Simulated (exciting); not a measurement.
Consider KCdF3, space group Pm-3m.

```cif
data_structure
_symmetry_space_group_name_H-M 'P 1'
_symmetry_Int_Tables_number 1
_cell_length_a 4.3821
_cell_length_b 4.3821
_cell_length_c 4.3821
_cell_angle_alpha 90.000
_cell_angle_beta 90.000
_cell_angle_gamma 90.000
_cell_volume 84.15
loop_
_atom_site_label
_atom_site_type_symbol
_atom_site_fract_x
_atom_site_fract_y
_atom_site_fract_z
_atom_site_occupancy
Cd1 Cd 0.50000 0.50000 0.50000 1
K2 K 0.00000 0.00000 0.00000 1
F3 F 0.50000 0.50000 0.00000 1
F4 F 0.50000 0.00000 0.50000 1
F5 F 0.00000 0.50000 0.50000 1
```

Absorber: atom 2, with 12 F at 3.10 Å (cuboctahedral, site symmetry m-3m). Method: exciting, all-electron LAPW+lo, LDA, spinor conduction states, exchange and screened direct term (singlet BSE), 2×2×2 shifted k points, 30 conduction spinor bands, |G+q| up to 4.5 bohr⁻¹ (3.6 in the exchange term), full RPA screening with nempty = 62, Lorentzian half width 0.25 eV.

What does the K L₂,₃ spectrum look like, and is there a bound core exciton?

Bound core exciton? Yes on this mesh: the first bright state (over 5 % of the brightest) lies at -0.86 eV from the Kohn–Sham onset and at -2.09 eV from the lowest bare transition of its own mesh; weaker or dark states reach down to -0.97 eV. Maxima (height): -0.2 eV (1.00) and 2.5 eV (0.66).

Energy from the Kohn–Sham onset, core level to the lowest empty state found on the meshes used; Im ε in relative units:

| E (eV) | Im ε |
| --- | --- |
| -2.75 | 0.01 |
| -2.50 | 0.02 |
| -2.25 | 0.02 |
| -2.00 | 0.03 |
| -1.75 | 0.04 |
| -1.50 | 0.06 |
| -1.25 | 0.09 |
| -1.00 | 0.18 |
| -0.75 | 0.31 |
| -0.50 | 0.58 |
| -0.25 | 0.98 |
| 0.00 | 0.58 |
| 0.25 | 0.24 |
| 0.50 | 0.14 |
| 0.75 | 0.10 |
| 1.00 | 0.09 |
| 1.25 | 0.08 |
| 1.50 | 0.09 |
| 1.75 | 0.14 |
| 2.00 | 0.24 |
| 2.25 | 0.43 |
| 2.50 | 0.66 |
| 2.75 | 0.39 |
| 3.00 | 0.17 |
| 3.25 | 0.11 |
| 3.50 | 0.08 |
| 3.75 | 0.07 |
| 4.00 | 0.06 |
| 4.25 | 0.05 |
| 4.50 | 0.05 |
| 4.75 | 0.05 |
| 5.00 | 0.05 |
| 5.25 | 0.05 |
| 5.50 | 0.04 |
| 5.75 | 0.04 |
| 6.00 | 0.04 |
| 6.25 | 0.03 |
| 6.50 | 0.03 |
| 6.75 | 0.03 |
| 7.00 | 0.03 |
| 7.25 | 0.03 |
| 7.50 | 0.03 |
| 7.75 | 0.04 |
| 8.00 | 0.05 |
| 8.25 | 0.05 |
| 8.50 | 0.04 |
| 8.75 | 0.03 |
| 9.00 | 0.04 |
| 9.25 | 0.03 |
| 9.50 | 0.03 |
| 9.75 | 0.03 |
| 10.00 | 0.03 |
| 10.25 | 0.03 |
| 10.50 | 0.03 |
| 10.75 | 0.03 |
| 11.00 | 0.04 |
| 11.25 | 0.03 |
| 11.50 | 0.03 |
| 11.75 | 0.04 |
| 12.00 | 0.05 |
| 12.25 | 0.03 |
| 12.50 | 0.04 |
| 12.75 | 0.04 |
| 13.00 | 0.04 |
| 13.25 | 0.03 |
| 13.50 | 0.02 |
| 13.75 | 0.01 |
| 14.00 | 0.01 |

A mesh of 8 points doesn't converge binding energies, and the weak maxima beyond the white lines are largely noise of the mesh. The multiplet shape isn't converged in the kernel cutoffs, and the cutoff of the direct term wasn't varied. Measured L₃ and L₂ lines of such d⁰ ions are about equally strong. The zero comes from the unshifted 2×2×2 ground-state mesh; it is exact only where the band minimum lies on that mesh. The structure is a Materials Project entry, computed there, and may be a hypothetical form.

[Banner, clock and machine lines of the logs are left out without a mark of their own.]

[Logs are printed without paths, hosts, clocks, repeated set-up lines and the standing remarks that a program may print on its own settings, such as how far it seeks lower states.]

[Hosts, paths, dates, database ids (printed as entryN), source tags and the programs' standing remarks are cut or masked in the printed files.]
